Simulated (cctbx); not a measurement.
# What resolution and counting buy: TiBiRu4

Space group Cmmm (no. 65), a = 5.0740 Å, b = 9.0920 Å, c = 4.1970 Å, α = 90.00°, β = 90.00°, γ = 90.00°.

| atom | mult. | x | y | z | Ueq (Å²) |
| --- | --- | --- | --- | --- | --- |
| Bi1 | 2 | 0 | 0 | 0 | 0.0027 |
| Ru1 | 4 | 1/4 | 1/4 | 1/2 | 0.0044 |
| Ru2 | 4 | 1/2 | 0.1729 | 0 | 0.0040 |
| Ti1 | 2 | 1/2 | 0 | 1/2 | 0.0041 |

The model was made for the exercise: a known structure type with other elements put in, its volume estimated, not relaxed; displacement parameters are assumed.

Five simulated data sets (cctbx; Mo Kα, λ = 0.71073 Å; 3 % proportional error) differ in resolution or exposure (noise floor 4 counts in the first three, 8 in the last two). Each is refined with the right model, isotropic at 1.1 Å and anisotropic otherwise. How do the figures of merit and the uncertainties move?

```csv
d min (Å),top counts,"⟨I/σ⟩ (unmerged, absences included)",unique,param. (scale apart),Rint,R1,GooF,largest s.u. xyz (fractional),s.u. U of Ti1 (Å²),largest error (Å)
1.1,5000,8.0,52,5,0.027,0.0154,1.08,0.00022,0.0016,0.0009
0.84,5000,7.1,103,14,0.035,0.0133,0.91,0.00011,0.0017,0.0004
0.6,5000,6.8,285,14,0.035,0.0159,0.93,0.00006,0.0006,0.0012
0.75,300,1.1,149,14,0.217,0.0577,0.95,0.00080,0.0093,0.0026
0.75,3000,4.8,149,14,0.046,0.0221,0.96,0.00015,0.0019,0.0008
```

The number of reflections grows roughly as 1/d³: 52, 103 and 285 here. R1 follows the noise rather than the truth: at 300 counts it is 0.0577, at 3000 counts 0.0221, while GooF is 0.95 and 0.96: the weights 1/σ² carry the noise. The s.u. of U (U11 where anisotropic) for Ti1 goes 0.0016, 0.0017, 0.0006 Å² with resolution and 0.0093, 0.0019 Å² with exposure.

Hardware for the 0.6 Å refinement: 0.5 s on 1 thread of Arm Neoverse N1, on a shared host, peak memory 0.09 GiB.

[Logs are printed without paths, hosts, clocks, repeated set-up lines and the standing remarks that a program may print on its own settings, such as how far it seeks lower states.]
